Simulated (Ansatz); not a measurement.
**Si on Ta(110): change of the work function**

How does Si on the hollow site change the work function of Ta(110) as the layer fills?

Main program and level: Ansatz 0.2.0; plane-wave DFT, PBE, Ansatz PAW.

The raw output is cut from this account; settings, times and results stay.

## 1. The starting structure

The cell holds 4 atoms: 4 Ta. Its edges and angles: a = 2.867 Å, b = 2.867 Å, c = 25.022 Å, α = 90.0°, β = 90.0°, γ = 70.5°. Vacuum lies along c.

## 2. The clean slab

The bare slab comes first, as the zero from which every change is counted. The two lowest layers are held at bulk places and the upper ones relax. The dipole correction removes the false field that a one-sided slab makes across the periodic vacuum, so each face gets a flat vacuum level of its own.

input.yaml

```yaml
crystal:
  lattice:
    - [2.3405234457, -1.655, 0.0]
    - [2.3405234457, 1.655, 0.0]
    - [0.0, 0.0, 25.0215703372]
  atoms:
    - { symbol: Ta, position: [0.0, 0.0, 0.3596896549] }
    - { symbol: Ta, position: [0.5, 0.5, 0.453229885] }
    - { symbol: Ta, position: [0.0, 0.0, 0.546770115] }
    - { symbol: Ta, position: [0.5, 0.5, 0.6403103451] }
kpoints:
  mp_grid: { grid: [12, 12, 1] }
hamiltonian:
  xc: pbe
scf:
  occupations: { method: fermi_dirac, width: 0.1 }
  convergence: { dr2_threshold: 1.0e-08 }
efield:
  axis: 3
  dipole_correction: true
  ramp_position: 0.97
  ramp_width: 0.06
relax:
  f_tol: 0.02
  max_steps: 60
  constraints: [{ sites: [0, 1] }]
output:
  write_potential: true
  write_density: true
  volumetric_format: npy
```

Run with:

```sh
> ansatz run input.yaml --threads 4 --pin off --max-ram 16384MiB --backend cpu --events-out ev --progress --plain --runs-dir out
```

It took 19 s on 4 threads of Arm Neoverse V1, shared host; peak memory 0.57 GiB.

Step by step:

```csv
step,energy less that of the first step (eV),largest force component (eV/Å)
1,0.0000,0.4148
2,0.0216,0.7793
3,-0.0194,0.0178
```

Relaxation step 2 was tried and not accepted.

Forces are held to the 4 operations that the program found; a distortion that breaks them can't arise in this run.

The atoms that moved most (Å):

| atom | dx | dy | dz | length |
| --- | --- | --- | --- | --- |
| Ta4 | 0.000 | 0.000 | -0.089 | 0.089 |

Final coordinates:

```xyz
4
Lattice="2.3405 -1.6550 0.0000 2.3405 1.6550 0.0000 0.0000 0.0000 25.0216" Properties=species:S:1:pos:R:3
Ta    0.0000    0.0000    9.0000
Ta    2.3405    0.0000   11.3405
Ta    0.0000    0.0000   13.6834
Ta    2.3405    0.0000   15.9328
```

This step gave:

| Quantity | Value |
| --- | --- |
| energy at zero smearing | -39726.6887 eV |
| work function, upper face | 4.767 eV |
| work function, lower face | 4.818 eV |
| dipole along the normal | 0.002172 e·Å |
| step between the vacuum levels | -0.05074 eV |

Running mean over 2.341 Å of the planar mean; the ramp of the sawtooth is left out. The electron's electrostatic potential energy less the Fermi level by z:

| z (Å) | electron's electrostatic potential energy less the Fermi level (eV) |
| --- | --- |
| 3.5 | 4.82 |
| 4.0 | 4.82 |
| 4.5 | 4.81 |
| 5.0 | 4.80 |
| 5.5 | 4.76 |
| 6.0 | 4.62 |
| 6.5 | 4.21 |
| 7.0 | 2.96 |
| 7.5 | -0.234 |
| 8.0 | -5.19 |
| 8.5 | -8.90 |
| 9.0 | -10.1 |
| 9.5 | -10.1 |
| 10.0 | -10.0 |
| 10.5 | -10.00 |
| 11.0 | -9.98 |
| 11.5 | -9.97 |
| 12.0 | -9.96 |
| 12.5 | -9.95 |
| 13.0 | -9.96 |
| 13.5 | -10.0 |
| 14.0 | -10.3 |
| 14.5 | -10.7 |
| 15.0 | -10.9 |
| 15.5 | -10.5 |
| 16.0 | -10.1 |
| 16.5 | -8.57 |
| 17.0 | -4.55 |
| 17.5 | 0.305 |
| 18.0 | 3.18 |
| 18.5 | 4.25 |
| 19.0 | 4.60 |
| 19.5 | 4.72 |
| 20.0 | 4.75 |
| 20.5 | 4.76 |
| 21.0 | 4.77 |
| 21.5 | 4.77 |

The relaxation took 3 steps and lowered the energy by 0.019 eV; the largest force on the free atoms ends at 0.018 eV/Å.

The work function of the upper face is 4.77 eV.

## 3. Adsorbate added, k-mesh 4×4×1, coverage 0.111 ML

System of this step: Si/Ta(110). The cell holds 37 atoms: 36 Ta and 1 Si. Cell: a = 8.600 Å, b = 8.600 Å, c = 27.350 Å, α = 90.0°, β = 90.0°, γ = 70.5°. Vacuum lies along c.

The clean slab as it ended is repeated in the plane and the adsorbate is set on one face; the cell's size fixes the coverage, and the k-mesh shrinks with it to keep the sampling density about even. Adsorbate and upper layers relax, since the dipole depends on the height.

input.yaml

```yaml
crystal:
  lattice:
    - [7.0215703371, -4.965, 0.0]
    - [7.0215703371, 4.965, 0.0]
    - [0.0, 0.0, 27.3502176349]
  atoms:
    - { symbol: Ta, position: [0.0, 0.0, 0.3290650232] }
    - { symbol: Ta, position: [0.1666666667, 0.1666666667, 0.4146410679] }
    - { symbol: Ta, position: [0.0, 0.0, 0.5003047979] }
    - { symbol: Ta, position: [0.1666666667, 0.1666666667, 0.5825473598] }
    - { symbol: Ta, position: [0.0, 0.3333333333, 0.3290650232] }
    - { symbol: Ta, position: [0.1666666667, 0.5, 0.4146410679] }
    - { symbol: Ta, position: [0.0, 0.3333333333, 0.5003047979] }
    - { symbol: Ta, position: [0.1666666667, 0.5, 0.5825473598] }
[... 25 atom lines left out ...]
    - { symbol: Ta, position: [0.8333333333, 0.8333333333, 0.4146410679] }
    - { symbol: Ta, position: [0.6666666667, 0.6666666667, 0.5003047979] }
    - { symbol: Ta, position: [0.8333333333, 0.8333333333, 0.5825473598] }
    - { symbol: Si, position: [0.28, 0.28, 0.6709349768] }
kpoints:
  mp_grid: { grid: [4, 4, 1] }
hamiltonian:
  xc: pbe
scf:
  occupations: { method: fermi_dirac, width: 0.1 }
  convergence: { dr2_threshold: 1.0e-08 }
efield:
  axis: 3
  dipole_correction: true
  ramp_position: 0.97
  ramp_width: 0.06
relax:
  f_tol: 0.02
  max_steps: 60
  constraints:
    - { sites: [0, 1, 4, 5, 8, 9, 12, 13, 16, 17, 20, 21, 24, 25, 28, 29, 32, 33] }
output:
  write_potential: true
  write_density: true
  volumetric_format: npy
```

Wall time 25 min (4 threads); peak memory 9.7 GiB.

Relaxation path:

```csv
step,energy less that of the first step (eV),largest force component (eV/Å)
1,0.0000,2.1697
2,-0.4990,1.5729
3,-0.7487,0.4810
4,-0.8983,0.3891
5,-1.0338,0.3571
6,-1.1271,0.1811
7,-1.1598,0.1359
8,-1.1681,0.0315
9,-1.1685,0.0187
```

Forces are held to the 2 operations that the program found; a distortion that breaks them can't arise in this run.

The atoms that moved most (Å):

```
atom      dx      dy      dz  length
Si37   0.748   0.000  -0.801   1.096
Ta16   0.000  -0.226   0.001   0.226
 Ta8   0.000   0.226   0.001   0.226
 Ta4   0.021   0.000   0.105   0.107
Ta20  -0.024   0.000   0.102   0.104
Ta27   0.000  -0.037  -0.057   0.068
Ta11   0.000   0.037  -0.057   0.068
Ta24  -0.037  -0.029   0.022   0.052
```

The relaxed structure:

```xyz
37
Lattice="7.0216 -4.9650 0.0000 7.0216 4.9650 0.0000 0.0000 0.0000 27.3502" Properties=species:S:1:pos:R:3
Ta    0.0000    0.0000    9.0000
Ta    2.3405    0.0000   11.3405
Ta    0.0202    0.0000   13.6794
Ta    2.3619    0.0000   16.0374
Ta    2.3405    1.6550    9.0000
Ta    4.6810    1.6550   11.3405
Ta    2.3372    1.6532   13.6972
Ta    4.6813    1.8806   15.9333
Ta    4.6810    3.3100    9.0000
Ta    7.0216    3.3100   11.3405
Ta    4.6808    3.3475   13.6266
Ta    7.0588    3.3386   15.9539
Ta    2.3405   -1.6550    9.0000
Ta    4.6810   -1.6550   11.3405
Ta    2.3372   -1.6532   13.6972
Ta    4.6813   -1.8806   15.9333
Ta    4.6810    0.0000    9.0000
Ta    7.0216    0.0000   11.3405
Ta    4.6809    0.0000   13.7037
Ta    6.9979    0.0000   16.0345
Ta    7.0216    1.6550    9.0000
Ta    9.3621    1.6550   11.3405
Ta    7.0249    1.6530   13.6966
Ta    9.3254    1.6256   15.9544
Ta    4.6810   -3.3100    9.0000
Ta    7.0216   -3.3100   11.3405
Ta    4.6808   -3.3475   13.6266
Ta    7.0588   -3.3386   15.9539
Ta    7.0216   -1.6550    9.0000
Ta    9.3621   -1.6550   11.3405
Ta    7.0249   -1.6530   13.6966
Ta    9.3254   -1.6256   15.9544
Ta    9.3621    0.0000    9.0000
Ta   11.7026    0.0000   11.3405
Ta    9.3417    0.0000   13.6797
Ta   11.7040    0.0000   15.9515
Si    4.6802    0.0000   17.5491
```

Numbers from this step:

- energy at zero smearing: -358176.7313 eV
- work function, upper face: 4.725 eV
- work function, lower face: 4.791 eV
- dipole along the normal: 0.02543 e·Å
- step between the vacuum levels: -0.06600 eV

Running mean over 2.341 Å of the planar mean; the ramp of the sawtooth is left out. Table of electron's electrostatic potential energy less the Fermi level by z:

z (Å), electron's electrostatic potential energy less the Fermi level (eV) and a bar from the least value:
```
        4        4.8 ##############################
        5        4.8 ##############################
        6        4.6 ##############################
        7        2.9 ##########################
        8       -5.2 ##########
        9      -10.1 #
       10      -10.0 #
       11      -10.0 #
       12      -10.0 #
       13      -10.0 #
       14      -10.2 #
       15      -10.5 
       16      -10.3 
       17       -5.7 #########
       18        2.1 #########################
       19        4.2 #############################
       20        4.7 ##############################
       21        4.7 ##############################
       22        4.7 ##############################
       23        4.7 ##############################
       24        4.7 ##############################
```

The relaxation took 9 steps and lowered the energy by 1.2 eV; the largest force on the free atoms ends at 0.019 eV/Å.

The covered face has 4.73 eV, -0.04 eV against the clean one; the bare back face has moved by -0.03 eV, a measure of how thin the slab is.

## 4. The covered slab, k-mesh 6×6×1, coverage 0.25 ML

System of this step: Si/Ta(110). The cell holds 17 atoms: 16 Ta and 1 Si. Cell: a = 5.733 Å, b = 5.733 Å, c = 27.350 Å, α = 90.0°, β = 90.0°, γ = 70.5°. Vacuum lies along c.

Another coverage, to see how the dipoles act on each other as their distance changes.

input.yaml

```yaml
crystal:
  lattice:
    - [4.6810468914, -3.31, 0.0]
    - [4.6810468914, 3.31, 0.0]
    - [0.0, 0.0, 27.3502176349]
  atoms:
    - { symbol: Ta, position: [0.0, 0.0, 0.3290650232] }
    - { symbol: Ta, position: [0.25, 0.25, 0.4146410679] }
    - { symbol: Ta, position: [0.0, 0.0, 0.5003047979] }
    - { symbol: Ta, position: [0.25, 0.25, 0.5825473598] }
    - { symbol: Ta, position: [0.0, 0.5, 0.3290650232] }
    - { symbol: Ta, position: [0.25, 0.75, 0.4146410679] }
    - { symbol: Ta, position: [0.0, 0.5, 0.5003047979] }
    - { symbol: Ta, position: [0.25, 0.75, 0.5825473598] }
    - { symbol: Ta, position: [0.5, 0.0, 0.3290650232] }
    - { symbol: Ta, position: [0.75, 0.25, 0.4146410679] }
    - { symbol: Ta, position: [0.5, 0.0, 0.5003047979] }
    - { symbol: Ta, position: [0.75, 0.25, 0.5825473598] }
    - { symbol: Ta, position: [0.5, 0.5, 0.3290650232] }
    - { symbol: Ta, position: [0.75, 0.75, 0.4146410679] }
    - { symbol: Ta, position: [0.5, 0.5, 0.5003047979] }
    - { symbol: Ta, position: [0.75, 0.75, 0.5825473598] }
    - { symbol: Si, position: [0.42, 0.42, 0.6709349768] }
kpoints:
  mp_grid: { grid: [6, 6, 1] }
hamiltonian:
  xc: pbe
scf:
  occupations: { method: fermi_dirac, width: 0.1 }
  convergence: { dr2_threshold: 1.0e-08 }
efield:
  axis: 3
  dipole_correction: true
  ramp_position: 0.97
  ramp_width: 0.06
relax:
  f_tol: 0.02
  max_steps: 60
  constraints: [{ sites: [0, 1, 4, 5, 8, 9, 12, 13] }]
output:
  dos: { projected: true, e_range: [-8, 4] }
  write_potential: true
  write_density: true
  volumetric_format: npy
  elf: true
```

Elapsed: 6.8 min, on 4 threads; peak memory 3 GiB; 26 min of CPU time.

Relaxation path:

```csv
step,energy less that of the first step (eV),largest force component (eV/Å)
1,0.0000,2.1658
2,-0.5376,1.5286
3,-0.7806,0.5258
4,-0.9383,0.4664
5,-1.0465,0.2736
6,-1.0949,0.0920
7,-1.1018,0.0284
8,-1.1020,0.0031
```

The run keeps the 2 symmetry operations that the program found, so distortions that break them were not tested.

The atoms that moved most (Å):

```
atom      dx      dy      dz  length
Si17   0.747   0.000  -0.632   0.978
Ta16  -0.118   0.000   0.140   0.184
 Ta4   0.115   0.000   0.140   0.182
Ta12  -0.001  -0.131   0.004   0.131
 Ta8  -0.001   0.131   0.004   0.131
 Ta3   0.000   0.000  -0.051   0.051
 Ta7  -0.001   0.000   0.018   0.018
Ta11  -0.001   0.000   0.018   0.018
```

The relaxed structure:

```xyz
17
Lattice="4.6810 -3.3100 0.0000 4.6810 3.3100 0.0000 0.0000 0.0000 27.3502" Properties=species:S:1:pos:R:3
Ta    0.0000    0.0000    9.0000
Ta    2.3405    0.0000   11.3405
Ta   -0.0003    0.0000   13.6326
Ta    2.4559    0.0000   16.0731
Ta    2.3405    1.6550    9.0000
Ta    4.6810    1.6550   11.3405
Ta    2.3400    1.6552   13.7012
Ta    4.6799    1.7859   15.9370
Ta    2.3405   -1.6550    9.0000
Ta    4.6810   -1.6550   11.3405
Ta    2.3400   -1.6552   13.7012
Ta    4.6799   -1.7859   15.9370
Ta    4.6810    0.0000    9.0000
Ta    7.0216    0.0000   11.3405
Ta    4.6804    0.0000   13.6712
Ta    6.9032    0.0000   16.0731
Si    4.6786    0.0000   17.7181
```

Numbers from this step:

* energy at zero smearing: -159543.1409 eV
* work function, upper face: 4.891 eV
* work function, lower face: 4.783 eV
* dipole along the normal: -0.01855 e·Å
* step between the vacuum levels: 0.1083 eV

The density of states has structure finer than the step of the table below, so its rows give means over 0.25 eV. Peaks (eV: height): -1.470: 39.2, -1.410: 44.8, -1.110: 32.2, -0.990: 34.2, -0.300: 35.2, -0.210: 30.3, 0.030: 29.3.

Table of density of states by energy, zero at the Fermi level; means over each step:

| energy (eV) | density of states (states/eV a cell) |
| --- | --- |
| -7.75 | 1.84 |
| -7.50 | 5.04 |
| -7.25 | 0.872 |
| -7.00 | 0.993 |
| -6.75 | 1.06 |
| -6.50 | 1.12 |
| -6.25 | 1.14 |
| -6.00 | 1.48 |
| -5.75 | 2.29 |
| -5.50 | 2.82 |
| -5.25 | 2.47 |
| -5.00 | 2.72 |
| -4.75 | 3.79 |
| -4.50 | 5.94 |
| -4.25 | 6.16 |
| -4.00 | 9.98 |
| -3.75 | 11.2 |
| -3.50 | 10.6 |
| -3.25 | 15.1 |
| -3.00 | 18.0 |
| -2.75 | 15.7 |
| -2.50 | 11.4 |
| -2.25 | 9.95 |
| -2.00 | 8.39 |
| -1.75 | 11.7 |
| -1.50 | 30.3 |
| -1.25 | 26.6 |
| -1.00 | 25.3 |
| -0.75 | 23.6 |
| -0.50 | 25.2 |
| -0.25 | 28.0 |
| 0.00 | 23.5 |
| 0.25 | 19.4 |
| 0.50 | 12.9 |
| 0.75 | 10.1 |
| 1.00 | 11.2 |
| 1.25 | 10.2 |
| 1.50 | 11.2 |
| 1.75 | 10.5 |

Projected DOS per atom over height of the atomic layer and energy from the Fermi level. Layers: Ta4 Ta4 Ta4 Ta4 Si from below.

Ten even steps from '_' (0.00 states/eV) to '@' (2.09 states/eV), each cell a mean:
```
==::::--..
--::::--::
--....--::
==----====
##++++##==
@@++****==
%%****##--
%%@@%%##++
::..::----
::::::--::
==++++--::
--======::
::----::..
..::::::__
........__
__________
____..____
__________
__________
__________
______..**
______..==
```
Columns: height of the atomic layer (Å) from 9 to 17.7 (not evenly spaced); rows upwards: energy from the Fermi level (eV) from -7.96 to 1.95.

ELF in the ca plane at fractional y = 0.500, with atoms of Ta and Si within 0.2 Å of it. It is the smooth field of the valence electrons, not physical close to the nuclei.

Ten even steps from '0' (0.00) to '9' (0.91), each cell a mean:
```
45634544442474572355433321000000000000000000
76424533453257642443333432210000000000000000
33245433355323224543334555432100000000000000
33455433356533345543345777765321000000000000
33235433355323224543346888987642000000000000
76424533453257642343457767999753100000000000
45634544442474672344466446899864100000000000
24734544542562473344566346899864200000000000
67524543442376752344457656899863100000000000
54334433454235422443357888998742100000000000
33345433355432235543346788876531000000000000
33345433355432235543335666653210000000000000
54334433454235422443334444321000000000000000
77624543442377762354333332100000000000000000
23734644542572373355443321000000000000000000
```
Columns run along c (16.0 Å, from fractional 0.33 to 0.91 of the cell), rows up along a (5.7 Å). Atoms in or near the plane, at fractional coordinates: Ta at (0.33, 0.00), Ta at (0.50, 0.00), Ta at (0.33, 0.50), Ta at (0.50, 0.50), Si at (0.65, 0.50).

Valence density in the ca plane at fractional y = 0.500, with atoms of Ta and Si within 0.2 Å of it. It is the smooth field of the valence electrons, not physical close to the nuclei.

Ten steps, logarithmic in the rise over the least value, from '0' (0.0 e/Å³) to '9' (4.3 e/Å³), each cell a mean:
```
99864443444799985444332210000000000000000000
88754444444578874444433211000000000000000000
55444444444455544444443321100000000000000000
44444444444444444444444333210000000000000000
65444444444455544444444444321000000000000000
88754444444588864434445544432100000000000000
99864443444799985433445433442100000000000000
99964433444799995433445423442100000000000000
99854444444699985433445544432100000000000000
77544444444467754444444544431000000000000000
44444444444444444444444443221000000000000000
44444444444444444444443322110000000000000000
77544444444467754444443221100000000000000000
99854444444689985444433211000000000000000000
99964443344799996444332210000000000000000000
```
Columns run along c (16.0 Å, from fractional 0.33 to 0.91 of the cell), rows up along a (5.7 Å). Atoms in or near the plane, at fractional coordinates: Ta at (0.33, 0.00), Ta at (0.50, 0.00), Ta at (0.33, 0.50), Ta at (0.50, 0.50), Si at (0.65, 0.50).

Electrostatic potential energy in the ca plane at fractional y = 0.500, with atoms of Ta and Si within 0.2 Å of it. With pseudopotentials it is smooth inside the atoms' cores, unlike the true potential.

Values in eV, 8 rows by 16 columns, each cell a mean:
```
-43  -3   4   3 -30 -33   2   3   6   8   8   8   8   8   8   8
 -5   4   1   4  -2  -2   4   0   5   7   8   8   8   8   8   8
-12   3   2   4  -7  -7   4   2  -1  -2   7   8   8   8   8   8
-51  -5   4   2 -39 -39   2   4 -29 -35   5   8   8   8   8   8
-43  -3   4   3 -32 -32   3   4 -22 -27   5   8   8   8   8   8
 -4   4   1   4  -2  -2   4   1   2   3   7   8   8   8   8   8
-12   3   2   4  -7  -8   3   1   6   8   8   8   8   8   8   8
-51  -5   4   3 -37 -40   2   4   6   8   8   8   8   8   8   8
```
Columns run along c (16.0 Å, from fractional 0.33 to 0.91 of the cell; values clipped at the 3rd and 97th percentile), rows up along a (5.7 Å). Atoms in or near the plane, at fractional coordinates: Ta at (0.33, 0.00), Ta at (0.50, 0.00), Ta at (0.33, 0.50), Ta at (0.50, 0.50), Si at (0.65, 0.50).

The relaxation took 8 steps and lowered the energy by 1.1 eV; the largest force on the free atoms ends at 0.0031 eV/Å.

By hand: a sheet of dipoles makes a step −p/(ε₀A) in the electron's potential. With e/ε₀ = 180.95 V·Å, p = -0.01855 e·Å and A = 30.99 Å², that is −180.95 × (-0.01855) / 30.99 = +0.108 eV, and the two vacuum levels of the run differ by +0.108 eV.

The covered face has 4.89 eV, +0.12 eV against the clean one; the bare back face has moved by -0.03 eV, a measure of how thin the slab is.

[end of part 1 of 2]

[Long decimals in the printed logs are rounded to 6 places.]

[Logs are printed without paths, hosts, clocks, repeated set-up lines and the standing remarks that a program may print on its own settings, such as how far it seeks lower states.]

[Hosts, paths, dates, database ids (printed as entryN), source tags and the programs' standing remarks are cut or masked in the printed files.]

[Maps of the electrostatic potential energy from Ansatz leave out the sawtooth potential of an applied field or a dipole correction, so their vacuum need not be flat; planar profiles and work functions include it.]

[The density of states shown here was stored with 400 of the rows of the run's finer table, so its peaks can read low, often by over a quarter, or be missed, and its means over a window can be off by a tenth or more.]
